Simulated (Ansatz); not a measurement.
# H on Mg(0001): change of the work function, part 2 of 4

Wanted: Δφ(θ) for H/Mg(0001), starting from the fcc site.

Ansatz 0.2.0; plane-wave DFT, PBE, Ansatz PAW.

So far, work function, upper face (eV): step 2 (the clean slab) 3.79.

## (3) The covered slab, k-mesh 4×4×1, coverage 0.111 ML

System of this step: H/Mg(0001). The cell holds 37 atoms: 36 Mg and 1 H. Its edges and angles: a = 9.630 Å, b = 9.630 Å, c = 26.448 Å, α = 90.0°, β = 90.0°, γ = 60.0°. Vacuum lies along c.

The clean slab as it ended is repeated in the plane and the adsorbate is set on one face; the cell's size fixes the coverage, and the k-mesh shrinks with it to keep the sampling density about even. Adsorbate and upper layers relax, since the dipole depends on the height.

The input, input.yaml:

```yaml
crystal:
  lattice:
    - [9.6299999999, 0.0, 0.0]
    - [4.815, 8.3398246384, 0.0]
    - [0.0, 0.0, 26.4482467859]
  atoms:
    - { symbol: Mg, position: [0.2222222222, 0.2222222222, 0.3402872059] }
    - { symbol: Mg, position: [0.0, 0.0, 0.4388389179] }
    - { symbol: Mg, position: [0.2222222222, 0.2222222222, 0.5375833639] }
    - { symbol: Mg, position: [0.0, 0.0, 0.6370269804] }
    - { symbol: Mg, position: [0.2222222222, 0.5555555556, 0.3402872059] }
    - { symbol: Mg, position: [0.0, 0.3333333333, 0.4388389179] }
    - { symbol: Mg, position: [0.2222222222, 0.5555555556, 0.5375833639] }
    - { symbol: Mg, position: [0.0, 0.3333333333, 0.6370269804] }
    - { symbol: Mg, position: [0.2222222222, 0.8888888889, 0.3402872059] }
    - { symbol: Mg, position: [0.0, 0.6666666667, 0.4388389179] }
    - { symbol: Mg, position: [0.2222222222, 0.8888888889, 0.5375833639] }
    - { symbol: Mg, position: [0.0, 0.6666666667, 0.6370269804] }
    - { symbol: Mg, position: [0.5555555556, 0.2222222222, 0.3402872059] }
    - { symbol: Mg, position: [0.3333333333, 0.0, 0.4388389179] }
    - { symbol: Mg, position: [0.5555555556, 0.2222222222, 0.5375833639] }
    - { symbol: Mg, position: [0.3333333333, 0.0, 0.6370269804] }
    - { symbol: Mg, position: [0.5555555556, 0.5555555556, 0.3402872059] }
    - { symbol: Mg, position: [0.3333333333, 0.3333333333, 0.4388389179] }
    - { symbol: Mg, position: [0.5555555556, 0.5555555556, 0.5375833639] }
    - { symbol: Mg, position: [0.3333333333, 0.3333333333, 0.6370269804] }
    - { symbol: Mg, position: [0.5555555556, 0.8888888889, 0.3402872059] }
    - { symbol: Mg, position: [0.3333333333, 0.6666666667, 0.4388389179] }
    - { symbol: Mg, position: [0.5555555556, 0.8888888889, 0.5375833639] }
    - { symbol: Mg, position: [0.3333333333, 0.6666666667, 0.6370269804] }
    - { symbol: Mg, position: [0.8888888889, 0.2222222222, 0.3402872059] }
    - { symbol: Mg, position: [0.6666666667, 0.0, 0.4388389179] }
    - { symbol: Mg, position: [0.8888888889, 0.2222222222, 0.5375833639] }
    - { symbol: Mg, position: [0.6666666667, 0.0, 0.6370269804] }
    - { symbol: Mg, position: [0.8888888889, 0.5555555556, 0.3402872059] }
    - { symbol: Mg, position: [0.6666666667, 0.3333333333, 0.4388389179] }
    - { symbol: Mg, position: [0.8888888889, 0.5555555556, 0.5375833639] }
    - { symbol: Mg, position: [0.6666666667, 0.3333333333, 0.6370269804] }
    - { symbol: Mg, position: [0.8888888889, 0.8888888889, 0.3402872059] }
    - { symbol: Mg, position: [0.6666666667, 0.6666666667, 0.4388389179] }
    - { symbol: Mg, position: [0.8888888889, 0.8888888889, 0.5375833639] }
    - { symbol: Mg, position: [0.6666666667, 0.6666666667, 0.6370269804] }
    - { symbol: H, position: [0.1111111111, 0.1111111111, 0.6597127941] }
kpoints:
  mp_grid: { grid: [4, 4, 1] }
hamiltonian:
  xc: pbe
scf:
  occupations: { method: fermi_dirac, width: 0.1 }
  convergence: { dr2_threshold: 1.0e-08 }
efield:
  axis: 3
  dipole_correction: true
  ramp_position: 0.97
  ramp_width: 0.06
relax:
  f_tol: 0.02
  max_steps: 60
  constraints:
    - { sites: [0, 1, 4, 5, 8, 9, 12, 13, 16, 17, 20, 21, 24, 25, 28, 29, 32, 33] }
output:
  write_potential: true
  write_density: true
  volumetric_format: npy
```

Command:

```console
$ ansatz run input.yaml --threads 4 --pin off --max-ram 16384MiB --backend cpu --events-out ev --progress --plain --runs-dir out
```

Numbers of over 12 decimals in the logs are rounded to 6 here.

Output:

```text
[...]
Crystal: 37 atoms, lattice volume = 2124.125 Å³
Basis set: ecut = 420 eV, 41339 PW (Γ), exchange–correlation on 144×144×360 points (8 copies of the dense FFT grid, shifted against one another)
Bands: 218, of which v1, the nominal top of the filled ones, is band 181 counted from 1 (180 counted from 0)
Symmetry: 6 space group operations
[...]
k-points: 4 of 16 (time reversal used)
[...]
SCF iter   1: F=—  HF=-69267.403106 eV  |F-HF|=—  |Δ(HF+E_count)|=         —  Δρ=8.51e-4  dr2=1.62e-1  ethr=1.77e-3  p=0.071 e·Å  D=6.09e-3 V/Å  ΔV_dip=-0.16 eV  dr2_dipole=7.24e-2  V_vac-E_F(+/−)=3.65/3.81 eV  ⟨swp⟩=17.2  Hψ=5446  notcnv=0  defer=8
[...]
SCF iter   7: F=-69267.397606 eV  HF=-69267.397606 eV  |F-HF|=4.73e-9  |Δ(HF+E_count)|=   6.37e-8  Δρ=2.50e-7  dr2=3.20e-9  ethr=2.77e-12  p=0.030 e·Å  D=2.57e-3 V/Å  ΔV_dip=-0.07 eV  dr2_dipole=4.40e-10  V_vac-E_F(+/−)=3.72/3.78 eV  ⟨swp⟩=9.8  Hψ=4859  notcnv=0
SCF 1 converged in 7 iterations: F = -69267.397606 eV  dr2 = 3.20e-9
[...]
relax step   1: F+E_penalty+E_count = -69267.39760628 eV  Δ(F+E_penalty+E_count) = +0.000e0 eV  max|allowed force component| = 3.182e-1 eV/Å  Δτ_max = 0.0000 Å  (7 SCF iters, accepted)
[...]
SCF iter   7: F=-69267.440168 eV  HF=-69267.440168 eV  |F-HF|=9.46e-10  |Δ(HF+E_count)|=   1.73e-8  Δρ=1.29e-7  dr2=4.73e-10  ethr=2.77e-12  p=0.021 e·Å  D=1.76e-3 V/Å  ΔV_dip=-0.05 eV  dr2_dipole=1.02e-12  V_vac-E_F(+/−)=3.73/3.78 eV  ⟨swp⟩=9.2  Hψ=4591  notcnv=0
SCF 2 converged in 7 iterations: F = -69267.440168 eV  dr2 = 4.73e-10
[...]
relax step   2: F+E_penalty+E_count = -69267.44016809 eV  Δ(F+E_penalty+E_count) = -4.256e-2 eV  max|allowed force component| = 6.974e-2 eV/Å  Δτ_max = 0.1941 Å  (7 SCF iters, accepted)
SCF iter   1: F=—  HF=-69267.444967 eV  |F-HF|=—  |Δ(HF+E_count)|=         —  Δρ=6.69e-4  dr2=9.32e-3  ethr=3.36e-5  p=0.021 e·Å  D=1.76e-3 V/Å  ΔV_dip=-0.05 eV  dr2_dipole=2.19e-4  V_vac-E_F(+/−)=3.73/3.78 eV  ⟨swp⟩=3.2  Hψ=1539  notcnv=0  defer=12
[...]
SCF iter   6: F=-69267.443197 eV  HF=-69267.443197 eV  |F-HF|=1.08e-8  |Δ(HF+E_count)|=   1.26e-7  Δρ=3.63e-7  dr2=4.91e-9  ethr=2.77e-12  p=0.017 e·Å  D=1.45e-3 V/Å  ΔV_dip=-0.04 eV  dr2_dipole=4.85e-13  V_vac-E_F(+/−)=3.74/3.78 eV  ⟨swp⟩=10.2  Hψ=4976  notcnv=0
SCF 3 converged in 6 iterations: F = -69267.443197 eV  dr2 = 4.91e-9
relax step   3: F+E_penalty+E_count = -69267.44319725 eV  Δ(F+E_penalty+E_count) = -3.029e-3 eV  max|allowed force component| = 1.626e-2 eV/Å  Δτ_max = 0.0761 Å  (6 SCF iters, accepted)
NSCF: frozen V_eff on 4 k-points
[...]
SCF converged after 6 iterations
Free energy (F): -69267.443197 eV
[...]
Internal energy: -69266.818728 eV  (E = F + TS)
E sigma→0 (E₀):  -69267.130963 eV
Entropy (-TS):   -0.624469 eV (-16.878 meV/atom)
Fermi energy:    -0.035823 eV
Dipole field:    D = 0.001449 V/Å  (p = 0.017011 e·Å, saw-weighted, corrected)
Work function:   Φ+ = 3.7409 eV   Φ− = 3.7793 eV
[...]
--- Forces (eV/Å), atoms counted from 1 ---
  atom   1  Mg     0.00219341     0.00126636    -0.04664931
  atom   2  Mg    -0.01414534    -0.00816681     0.05664547
  atom   3  Mg     0.00137132     0.00079173     0.00091945
  atom   4  Mg    -0.01408400    -0.00813140     0.00619445
  atom   5  Mg     0.01598050    -0.00922635    -0.04174708
  atom   6  Mg     0.00000000     0.01633363     0.05664547
  atom   7  Mg    -0.00037803     0.00021825     0.00011682
  atom   8  Mg     0.00000000     0.01626280     0.00619445
  atom   9  Mg    -0.00000000    -0.00253273    -0.04664931
  atom  10  Mg    -0.02921271     0.01686597     0.01065357
  atom  11  Mg    -0.00000000    -0.00158347     0.00091945
  atom  12  Mg    -0.00054909     0.00031702    -0.00007522
  atom  13  Mg     0.00000000     0.01845270    -0.04174708
  atom  14  Mg     0.01414534    -0.00816681     0.05664547
  atom  15  Mg    -0.00000000    -0.00043651     0.00011682
  atom  16  Mg     0.01408400    -0.00813140     0.00619445
  atom  17  Mg    -0.01598050    -0.00922635    -0.04174708
  atom  18  Mg    -0.00667887    -0.00385604     0.04432814
  atom  19  Mg     0.00037803     0.00021825     0.00011682
  atom  20  Mg    -0.00252042    -0.00145516    -0.00213205
  atom  21  Mg    -0.00672737     0.00388405    -0.02299654
  atom  22  Mg     0.00000000     0.00771209     0.04432814
  atom  23  Mg    -0.00013204     0.00007623    -0.00021655
  atom  24  Mg     0.00000000     0.00291033    -0.00213205
  atom  25  Mg    -0.00219341     0.00126636    -0.04664931
  atom  26  Mg    -0.00000000    -0.03373193     0.01065357
  atom  27  Mg    -0.00137132     0.00079173     0.00091945
  atom  28  Mg    -0.00000000    -0.00063404    -0.00007522
  atom  29  Mg    -0.00000000    -0.00776810    -0.02299654
  atom  30  Mg     0.00667887    -0.00385604     0.04432814
  atom  31  Mg    -0.00000000    -0.00015246    -0.00021655
  atom  32  Mg     0.00252042    -0.00145516    -0.00213205
  atom  33  Mg     0.00672737     0.00388405    -0.02299654
  atom  34  Mg     0.02921271     0.01686597     0.01065357
  atom  35  Mg     0.00013204     0.00007623    -0.00021655
  atom  36  Mg     0.00054909     0.00031702    -0.00007522
  atom  37  H     -0.00000000     0.00000000    -0.01511552
  max |Σ_I F_I| component: 7.93e-6 eV/Å
--- Band table (eV) ---
  k-point 0: bands = [... 177 lower, -0.3184, -0.3184, 0.0360, 0.3333, 0.3333, 0.3482, 0.3482, 0.3785, ... 33 higher]
  k-point 1: bands = [... 177 lower, -0.1957, -0.1414, -0.0299, 0.0800, 0.0972, 0.3515, 0.6177, 0.6178, ... 33 higher]
  k-point 2: bands = [... 177 lower, -0.5148, -0.1421, 0.0651, 0.0723, 0.0811, 0.1232, 0.3077, 0.3340, ... 33 higher]
  k-point 3: bands = [... 177 lower, -0.6457, -0.4815, -0.3346, -0.2263, -0.1366, -0.0080, 0.0319, 0.3566, ... 33 higher]
--- Relaxed structure (3 steps of the walk, 3 accepted, 0 SCFs on fresh bases) ---
  F+E_penalty+E_count = -69267.44319725 eV   max|allowed force component| = 1.626e-2 eV/Å
  atoms:
    - { symbol: Mg, position: [0.222222, 0.222222, 0.340287] }
    - { symbol: Mg, position: [1.1111101403313758e-11, 1.1111101403313758e-11, 0.438839] }
    - { symbol: Mg, position: [0.222209, 0.222209, 0.537862] }
    - { symbol: Mg, position: [0.00145536, 0.00145536, 0.637930] }
    - { symbol: Mg, position: [0.222222, 0.555556, 0.340287] }
    - { symbol: Mg, position: [1.1111084274872951e-11, 0.333333, 0.438839] }
    - { symbol: Mg, position: [0.221694, 0.555820, 0.536753] }
    - { symbol: Mg, position: [0.00145536, 0.330423, 0.637930] }
    - { symbol: Mg, position: [0.222222, 0.888889, 0.340287] }
    - { symbol: Mg, position: [-2.2222224060897133e-11, 0.666667, 0.438839] }
    - { symbol: Mg, position: [0.222209, 0.888916, 0.537862] }
    - { symbol: Mg, position: [0.00141915, 0.665957, 0.637484] }
    - { symbol: Mg, position: [0.555556, 0.222222, 0.340287] }
    - { symbol: Mg, position: [0.333333, 1.1111101403313758e-11, 0.438839] }
    - { symbol: Mg, position: [0.555820, 0.221694, 0.536753] }
    - { symbol: Mg, position: [0.330423, 0.00145536, 0.637930] }
    - { symbol: Mg, position: [0.555556, 0.555556, 0.340287] }
    - { symbol: Mg, position: [0.333333, 0.333333, 0.438839] }
    - { symbol: Mg, position: [0.555820, 0.555820, 0.536753] }
    - { symbol: Mg, position: [0.334633, 0.334633, 0.635613] }
    - { symbol: Mg, position: [0.555556, 0.888889, 0.340287] }
    - { symbol: Mg, position: [0.333333, 0.666667, 0.438839] }
    - { symbol: Mg, position: [0.556379, 0.888477, 0.537658] }
    - { symbol: Mg, position: [0.334633, 0.664067, 0.635613] }
    - { symbol: Mg, position: [0.888889, 0.222222, 0.340287] }
    - { symbol: Mg, position: [0.666667, -2.2222234688031946e-11, 0.438839] }
    - { symbol: Mg, position: [0.888916, 0.222209, 0.537862] }
    - { symbol: Mg, position: [0.665957, 0.00141915, 0.637484] }
    - { symbol: Mg, position: [0.888889, 0.555556, 0.340287] }
    - { symbol: Mg, position: [0.666667, 0.333333, 0.438839] }
    - { symbol: Mg, position: [0.888477, 0.556379, 0.537658] }
    - { symbol: Mg, position: [0.664067, 0.334633, 0.635613] }
    - { symbol: Mg, position: [0.888889, 0.888889, 0.340287] }
    - { symbol: Mg, position: [0.666667, 0.666667, 0.438839] }
    - { symbol: Mg, position: [0.888477, 0.888477, 0.537658] }
    - { symbol: Mg, position: [0.665957, 0.665957, 0.637484] }
    - { symbol: H, position: [0.111111, 0.111111, 0.669927] }
```

Wall time 3 min (4 threads of Arm Neoverse V1, shared host); peak memory 7.4 GiB; 9.3 min of CPU time.

The steps of the relaxation:

| step | energy less that of the first step (eV) | largest force component (eV/Å) |
| --- | --- | --- |
| 1 | 0.0000 | 0.3182 |
| 2 | -0.0426 | 0.0697 |
| 3 | -0.0456 | 0.0163 |

Forces are held to the 6 operations that the run works with; a distortion that breaks them can't arise in this run.

The atoms that moved most (Å):

| atom | dx | dy | dz | length |
| --- | --- | --- | --- | --- |
| H37 | 0.000 | 0.000 | 0.270 | 0.270 |
| Mg32 | -0.019 | 0.011 | -0.037 | 0.043 |
| Mg24 | 0.000 | -0.022 | -0.037 | 0.043 |
| Mg20 | 0.019 | 0.011 | -0.037 | 0.043 |
| Mg8 | 0.000 | -0.024 | 0.024 | 0.034 |
| Mg16 | -0.021 | 0.012 | 0.024 | 0.034 |
| Mg4 | 0.021 | 0.012 | 0.024 | 0.034 |
| Mg19 | 0.004 | 0.002 | -0.022 | 0.022 |

Final coordinates:

```
Mg H
1.0
     9.63000    0.00000    0.00000
     4.81500    8.33982    0.00000
     0.00000    0.00000   26.44825
Mg H
36 1
Direct
  0.22222 0.22222 0.34029
  0.00000 0.00000 0.43884
  0.22221 0.22221 0.53786
  0.00146 0.00146 0.63793
  0.22222 0.55556 0.34029
  0.00000 0.33333 0.43884
  0.22169 0.55582 0.53675
  0.00146 0.33042 0.63793
  0.22222 0.88889 0.34029
  0.00000 0.66667 0.43884
  0.22221 0.88892 0.53786
  0.00142 0.66596 0.63748
  0.55556 0.22222 0.34029
  0.33333 0.00000 0.43884
  0.55582 0.22169 0.53675
  0.33042 0.00146 0.63793
  0.55556 0.55556 0.34029
  0.33333 0.33333 0.43884
  0.55582 0.55582 0.53675
  0.33463 0.33463 0.63561
  0.55556 0.88889 0.34029
  0.33333 0.66667 0.43884
  0.55638 0.88848 0.53766
  0.33463 0.66407 0.63561
  0.88889 0.22222 0.34029
  0.66667 0.00000 0.43884
  0.88892 0.22221 0.53786
  0.66596 0.00142 0.63748
  0.88889 0.55556 0.34029
  0.66667 0.33333 0.43884
  0.88848 0.55638 0.53766
  0.66407 0.33463 0.63561
  0.88889 0.88889 0.34029
  0.66667 0.66667 0.43884
  0.88848 0.88848 0.53766
  0.66596 0.66596 0.63748
  0.11111 0.11111 0.66993
```

Numbers from this step:

| Property | Result |
| --- | --- |
| energy at zero smearing | -69267.1310 eV |
| work function, upper face | 3.741 eV |
| work function, lower face | 3.779 eV |
| dipole along the normal | 0.01701 e·Å |
| step between the vacuum levels | -0.03833 eV |

Running mean over 2.60652 Å of the planar mean; the ramp of the sawtooth is left out. The electron's electrostatic potential energy less the Fermi level by z:

z (Å), electron's electrostatic potential energy less the Fermi level (eV) and a bar from the least value:
```
      3.5       3.78 ##############################
      4.0       3.78 ##############################
      4.5       3.77 ##############################
      5.0       3.76 ##############################
      5.5       3.73 ##############################
      6.0       3.63 #############################
      6.5       3.34 ############################
      7.0       2.59 #########################
      7.5       0.69 ##################
      8.0      -2.09 ########
      8.5      -3.58 ##
      9.0      -4.02 
      9.5      -4.07 
     10.0      -4.03 
     10.5      -4.02 
     11.0      -4.01 
     11.5      -4.01 
     12.0      -4.00 
     12.5      -4.00 
     13.0      -4.00 
     13.5      -4.00 
     14.0      -4.00 
     14.5      -3.99 
     15.0      -3.94 #
     15.5      -3.88 #
     16.0      -3.97 #
     16.5      -4.10 
     17.0      -4.03 
     17.5      -3.39 ###
     18.0      -1.40 ##########
     18.5       1.34 #####################
     19.0       2.83 ##########################
     19.5       3.43 #############################
     20.0       3.64 #############################
     20.5       3.71 ##############################
     21.0       3.73 ##############################
     21.5       3.74 ##############################
     22.0       3.74 ##############################
     22.5       3.74 ##############################
     23.0       3.74 ##############################
```

The relaxation took 3 steps and lowered the energy by 0.046 eV; the largest force on the free atoms ends at 0.016 eV/Å.

The covered face has 3.74 eV, -0.05 eV against the clean one; the bare back face has moved by -0.01 eV, a measure of how thin the slab is.

[end of part 2 of 4]

[Logs are printed without paths, hosts, clocks, repeated set-up lines and the standing remarks that a program may print on its own settings, such as how far it seeks lower states.]

[Hosts, paths, dates, database ids (printed as entryN), source tags and the programs' standing remarks are cut or masked in the printed files.]

[Maps of the electrostatic potential energy from Ansatz leave out the sawtooth potential of an applied field or a dipole correction, so their vacuum need not be flat; planar profiles and work functions include it.]
